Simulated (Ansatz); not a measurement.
# Sn2S3 (Ottemannite): spin-orbit coupling beyond the local functionals

Aim: the spin-orbit change of the gap of Sn2S3 (Ottemannite).

Program: Ansatz 0.2.0. Level of theory: density functionals with and without spin-orbit coupling, plane waves, PAW. Results are calculated unless marked as measured.

## 1. The structure

It takes space group Pnma (No. 62, orthorhombic). Conventional cell: a = 8.878 Å, b = 3.751 Å, c = 14.020 Å, α = 90.00°, β = 90.00°, γ = 90.00°. Nearest to Sn lie 6 S at 2.50 to 2.60 Å. Nearest to Sn lie 4 S at 2.65 to 3.14 Å. Nearest to S lie 4 Sn at 2.57 to 3.14 Å. Nearest to S lie 3 Sn at 2.56 to 2.77 Å. Nearest to S lie 3 Sn at 2.50 to 2.65 Å. Farther neighbours and most contacts between anions are not listed.

The cell and positions come from the Crystallography Open Database and are kept as given unless a step says otherwise. The default PAW set here is soft_2. Its files were made with PBE.

## 2. HSE06, 2×4×2 mesh

This step: DFT, HSE06, plane waves, PAW.

input.yaml reads:

```yaml
crystal:
  lattice:
    - [8.878, 0.0, 0.0]
    - [0.0, 3.751, 0.0]
    - [0.0, 0.0, 14.02]
  atoms:
    - { symbol: Sn, position: [0.16494, 0.25, 0.05195] }
    - { symbol: Sn, position: [0.33506, 0.75, 0.55195] }
    - { symbol: Sn, position: [0.66494, 0.25, 0.44805] }
    - { symbol: Sn, position: [0.83506, 0.75, 0.94805] }
    - { symbol: Sn, position: [0.48509, 0.75, 0.16936] }
    - { symbol: Sn, position: [0.01491, 0.25, 0.66936] }
    - { symbol: Sn, position: [0.98509, 0.75, 0.33064] }
    - { symbol: Sn, position: [0.51491, 0.25, 0.83064] }
    - { symbol: S, position: [0.98047, 0.75, 0.1064] }
    - { symbol: S, position: [0.51953, 0.25, 0.6064] }
    - { symbol: S, position: [0.48047, 0.75, 0.3936] }
    - { symbol: S, position: [0.01953, 0.25, 0.8936] }
    - { symbol: S, position: [0.33879, 0.75, 0.99524] }
    - { symbol: S, position: [0.16121, 0.25, 0.49524] }
    - { symbol: S, position: [0.83879, 0.75, 0.50476] }
    - { symbol: S, position: [0.66121, 0.25, 0.00476] }
    - { symbol: S, position: [0.28631, 0.25, 0.21246] }
    - { symbol: S, position: [0.21369, 0.75, 0.71246] }
    - { symbol: S, position: [0.78631, 0.25, 0.28754] }
    - { symbol: S, position: [0.71369, 0.75, 0.78754] }
kpoints:
  mp_grid: { grid: [2, 4, 2] }
  band_path:
    path:
      - [0.0, 0.0, 0.0]
      - [0.5, 0.0, 0.0]
      - [0.5, 0.5, 0.0]
      - [0.0, 0.5, 0.0]
      - [0.0, 0.0, 0.5]
      - [0.5, 0.0, 0.5]
      - [0.5, 0.5, 0.5]
      - [0.0, 0.5, 0.5]
      - [0.1, 0.0, 0.0]
      - [0.0, 0.0, 0.45]
    npoints: 1
hamiltonian:
  xc: hse06
scf:
  occupations: { method: fixed }
  n_extra_bands: 10
output:
  eigenvalues: true
```

Started as:

```sh
> ansatz run input.yaml --threads 24 --pin off --max-ram 82944MiB --backend cuda --events-out ev --progress --plain --runs-dir out --devices 1 --max-vram 78GiB
```

Numbers of over 12 decimals in the logs are rounded to 6 here.

Output:

```text
scf.n_extra_bands = 10 over 92 filled bands (N_el = 184.0): the run solves 102 bands
GPUs: using 1 of 1 available (devices: 1).
Engine: ansatz 0.2.0, aarch64-unknown-linux-gnu
Pseudopotentials: kind: paw
Pseudopotential: Sn, paw, valence charge 14, recommended cutoff 420 eV (normal), Sn.paw.azcp
Pseudopotential: S, paw, valence charge 6, recommended cutoff 420 eV (normal), S.paw.azcp
Functional definition: HSE06
  parameter a = 0.25
  parameter omega = 0.11/bohr
  exchange = pbe_x - a*pbe_x_sr(omega) + a*exact_x_sr(omega)
  correlation = pbe_c
davidson cushion auto → on  (no smearing: the cushion is to keep the highest requested band from converging to the state above it; pin scf.eigensolver.cushion to override)
[...]
Crystal: 20 atoms, lattice volume = 466.885 Å³
Basis set: ecut = 420 eV, 9143 PW (Γ)
Bands: 102, of which v1, the nominal top of the filled ones, is band 92 counted from 1 (91 counted from 0)
Symmetry: 8 space group operations
Space group: Pnma (ITA 62), of the structure as read, at distance tolerance 7.8e-5 Å
k-points: 12 of 16
Non-local potential: Sn, projectors of the file, l = 0: 2, l = 1: 2, l = 2: 2, l = 3: 2
Non-local potential: S, projectors of the file, l = 0: 2, l = 1: 2, l = 2: 2
PAW form: soft (Blöchl's): semilocal exchange-correlation on the pseudo side does not see the compensation charge
PAW frozen core: Sn, regenerated for the run's functional, and the local potential with it (the file was generated under x = pbe(κ = 0.804, μ = 0.219515), c = pbe(β = 0.066725))
PAW frozen core: S, regenerated for the run's functional, and the local potential with it (the file was generated under x = pbe(κ = 0.804, μ = 0.219515), c = pbe(β = 0.066725))
PAW one-centre angular grid: Sn, 590 points (default); XC on 64 Gauss nodes
PAW one-centre angular grid: S, 110 points (default); XC on 64 Gauss nodes
Initial density: superposition of atomic densities (neutral atoms: chi_scale 0, normalization atom), corrected by the library's trained network
Initial wavefunctions: pseudopotential atomic-orbital guess
[...]
Functional: x = pbe(κ = 0.804, μ = 0.219515), c = pbe(β = 0.066725), warm-up for x = pbe(κ = 0.804, μ = 0.219515) + 0.25 (exact − pbe) at short range (hse, ω = 0.207870 Å⁻¹), c = pbe(β = 0.066725); HSE06 as pw.x's `hse` composes it (authors' and Libxc's form: `xc: wpbeh`)
SCF iter   1: F=—  HF=-59026.231622 eV  |F-HF|=—  |Δ(HF+E_count)|=         —  Δρ=2.23e-3  dr2=5.84e-2  ethr=1.77e-3  ⟨swp⟩=10.2  Hψ=5717  notcnv=0
preconditioner: auto → none  [insulator: Δε(μ)=0.758 eV  Ē_g=14.728 eV  n_scr=110 (ndim 8)  ℏωp=23.3 eV  f_vac=0.007]
SCF iter   2: F=—  HF=-59026.244087 eV  |F-HF|=—  |Δ(HF+E_count)|=   1.25e-2  Δρ=1.42e-3  dr2=3.35e-2  ethr=3.17e-5  ⟨swp⟩=5.6  Hψ=4587  notcnv=0
[...]
Frozen-core exchange: fock
SCF iter   1: F=—  HF=-59065.521454 eV  |F-HF|=—  |Δ(HF+E_count)|=         —  Δρ=5.65e-3  dr2=1.06e-1  ethr=1.54e-7  ⟨swp⟩=9.5  Hψ=8032  notcnv=0
preconditioner: auto → none  [insulator: Δε(μ)=1.256 eV  Ē_g=9.179 eV  n_scr=110 (ndim 8)  ℏωp=17.5 eV  f_vac=0.007]
[...]
hybrid outer 1: dexx = +7.642e-2 eV, tail = 5.55e-4 eV
[...]
SCF 3 converged in 5 iterations: F = -59065.549328 eV  dr2 = 5.26e-8
hybrid outer 2: dexx = +1.399e-5 eV, tail = 4.77e-7 eV, Δε = 3.05e-3 eV (about 1.34e-4 eV left of the loop's levels)
[...]
--- Per-component energies (eV) ---
  E_band       = -1190.442098
  E_kinetic    = 2765.183214
  E_local      = -10416.694040  (includes V_loc(G=0)·N_el)
  E_nonlocal   = 82.370523
  E_hartree    = 5712.100576
  E_xc         = -3335.450657
  E_vxc        = -1453.354211  (∫ρ·V_xc dr)
  E_exx        = -426.538775  (= α·E_x^exact, valence–valence)
  E_paw        = -40811.777380  (= ΣΔE_a)
  E_vpaw       = -2739.065918  (= ΣTr[D̂ρ^β])
  E_aug_tail   = 0.000015  (compensation charges beyond the density's cutoff)
  E_ewald      = -12635.693603
  E_core_change = 0.950802  (= ΣΔE_core)
  E_smearing   = -0.000000  (= −TS)
  E_closure    = -0.000000  (closes the sum)
  Σ components = -59065.549324   (vs F -59065.549324, Δ=0.00e0)
--- Band table (eV; the first three rows and the last of 12) ---
  k-point 0: bands = ["-16.7966", "-16.7966", "-16.7586", "-16.7585", "-16.7324", "-16.7323", "-16.7215", "-16.7215", "-16.6745", "-16.6745", "-16.6656", "-16.6656", "-16.6493", "-16.6492", "-16.6279", "-16.6278", "-16.6248", "-16.6247", "-16.6098", "-16.6098", "-15.8477", "-15.8475", "-15.8468", "-15.8464", "-15.8000", "-15.7999", "-15.7994", "-15.7993", "-15.7614", "-15.7600", "-15.7596", "-15.7582", "-15.7560", "- [...]
  k-point 1: bands = ["-16.7966", "-16.7966", "-16.7585", "-16.7585", "-16.7324", "-16.7324", "-16.7215", "-16.7215", "-16.6745", "-16.6745", "-16.6656", "-16.6656", "-16.6493", "-16.6493", "-16.6278", "-16.6278", "-16.6247", "-16.6247", "-16.6098", "-16.6098", "-15.8476", "-15.8476", "-15.8466", "-15.8466", "-15.7999", "-15.7999", "-15.7993", "-15.7993", "-15.7609", "-15.7609", "-15.7587", "-15.7587", "-15.7559", "- [...]
  k-point 2: bands = ["-16.7821", "-16.7820", "-16.7680", "-16.7679", "-16.7541", "-16.7540", "-16.7336", "-16.7336", "-16.6543", "-16.6543", "-16.6486", "-16.6486", "-16.6448", "-16.6448", "-16.6370", "-16.6370", "-16.6224", "-16.6224", "-16.6186", "-16.6186", "-15.8276", "-15.8274", "-15.8260", "-15.8256", "-15.8110", "-15.8108", "-15.8097", "-15.8095", "-15.7713", "-15.7712", "-15.7697", "-15.7696", "-15.7585", "- [...]
  k-point 11: bands = ["-16.7998", "-16.7998", "-16.7998", "-16.7998", "-16.7377", "-16.7377", "-16.7377", "-16.7377", "-16.6499", "-16.6499", "-16.6499", "-16.6499", "-16.6237", "-16.6237", "-16.6237", "-16.6237", "-16.6213", "-16.6213", "-16.6213", "-16.6213", "-15.8260", "-15.8260", "-15.8260", "-15.8260", "-15.8042", "-15.8042", "-15.8042", "-15.8042", "-15.7852", "-15.7852", "-15.7852", "-15.7852", "-15.7549", " [...]
```

Wall time 25 s (1 × NVIDIA GB200 (shared by 2 runs) with 24 threads of Arm Neoverse V2, shared host); peak memory 2.9 GiB.

Numbers from this step:

```yaml
gap: 1.225 eV
valence_top_at: k = (0.100, 0.000, 0.000)
conduction_bottom_at: T
least_direct_gap: 1.292 eV
exact_exchange_fraction: 0.25
```

The gap is indirect, with the least direct gap 0.07 eV higher.

## 3. HSE06+SOC, 2×4×2 mesh

The many-body steps leave out spin-orbit coupling, so its effect is taken from a two-component run, with twice the bands.

This step: DFT, HSE06 with spin-orbit coupling, plane waves, PAW.

input.yaml, as its differences from that of step 2:

```diff
@@ -44,4 +44,7 @@
 scf:
-  occupations: { method: fixed }
-  n_extra_bands: 10
+  occupations: { method: fermi_dirac, width: 0.02 }
+  n_extra_bands: 20
+magnetization:
+  noncollinear: true
+  spin_orbit: true
 output:
```

Output:

```text
[...]
GPUs: using 1 of 1 available (devices: 1).
[...]
non-collinear run that drives no moment, with spin-orbit: no starting moment large enough to seed its density (crystal.atoms[].spin), no starting occupations that ask for one, no magnetisation constraint and no magnetic field, so the semilocal B_xc is pinned to zero
[...]
Crystal: 20 atoms, lattice volume = 466.885 Å³
Basis set: ecut = 420 eV, 9143 PW (Γ)
Bands: 204, of which v1, the nominal top of the filled ones, is band 184 counted from 1 (183 counted from 0)
Symmetry: 8 space group operations + 8 with time reversal
[...]
k-points: 12 of 16
Projection manifold: j_resolved (fully-relativistic pseudo-atomic orbitals)
[...]
SCF iter   1: F=—  HF=-59043.902249 eV  |F-HF|=—  |Δ(HF+E_count)|=         —  Δρ=3.09e-2  dr2=4.17e0  dr2_m=0.00e0 (ungated)  ethr=1.00e-1  |M|=0.00e0 ∫|m|=0.00e0 μB  |m|>n=0.0e0 m-floor=0.0e0 τ_xc=0.0e0  β_m=0.30  ⟨swp⟩=4.0  Hψ=9021  notcnv=0
[...]
SCF iter   2: F=—  HF=-59043.502655 eV  |F-HF|=—  |Δ(HF+E_count)|=   4.00e-1  Δρ=1.94e-2  dr2=1.28e0  dr2_m=0.00e0 (ungated)  ethr=2.26e-3  |M|=0.00e0 ∫|m|=0.00e0 μB  |m|>n=0.0e0 m-floor=0.0e0 τ_xc=0.0e0  β_m=0.46  ⟨swp⟩=6.2  Hψ=6492  notcnv=0  defer=12
[...]
SCF iter   8: F=-59043.372216 eV  HF=-59043.372222 eV  |F-HF|=6.64e-6  |Δ(HF+E_count)|=   4.50e-5  Δρ=5.83e-5  dr2=1.77e-5  dr2_m=0.00e0 (ungated)  ethr=4.78e-8  |M|=0.00e0 ∫|m|=0.00e0 μB  |m|>n=0.0e0 m-floor=0.0e0 τ_xc=0.0e0  ⟨swp⟩=4.6  Hψ=7033  notcnv=0
SCF 1 stopped early in 8 iterations: F = -59043.372216 eV  dr2 = 1.77e-5
[...]
Projection manifold: j_resolved (fully-relativistic pseudo-atomic orbitals)
[...]
hybrid outer 1: dexx = +7.654e-2 eV, tail = 5.60e-4 eV
[...]
SCF 3 converged in 6 iterations: F = -59048.780140 eV  dr2 = 4.91e-8
[...]
```

Run time: 93 s. Hardware: 1 × NVIDIA GB200 (shared by 2 runs) with 24 threads; peak memory 8.4 GiB; 20 min of CPU time.

Numbers from this step:

```
gap                     : 1.226 eV
valence top at          : k = (0.100, 0.000, 0.000)
conduction bottom at    : T
least direct gap        : 1.290 eV
exact-exchange fraction : 0.25
```

The gap is that of HSE06.

## 4. Together

Times are wall times on 1 × NVIDIA GB200 (shared by 2 runs) with 24 threads of Arm Neoverse V2, shared host, good to a factor of about two.

| level | gap (eV) | with coupling (eV) | change (eV) | time | with coupling |
| --- | --- | --- | --- | --- | --- |
| HSE06 | 1.23 | 1.23 | +0.001 | 25 s | 93 s |

## 5. What came out

| Quantity | Value |
| --- | --- |
| HSE06 | 1.23 eV |
| HSE06+SOC | 1.23 eV |

**Reading.** Spin-orbit coupling changes the gap by +0.001 eV and the least direct gap by −0.002 eV.

[Paths, hosts, dates, memory and timing lines, banners, echoed tables and standing remarks are left out of the program output.]

[Logs are printed without paths, hosts, clocks, repeated set-up lines and the standing remarks that a program may print on its own settings, such as how far it seeks lower states.]

[Runs of the session that timed out or met a known fault of the program may be left out.]

[Cells called generated may have been cut or substituted from an entry of the Crystallography Open Database or the Materials Project.]

[Hosts, paths, dates, database ids (printed as entryN), source tags and the programs' standing remarks are cut or masked in the printed files.]
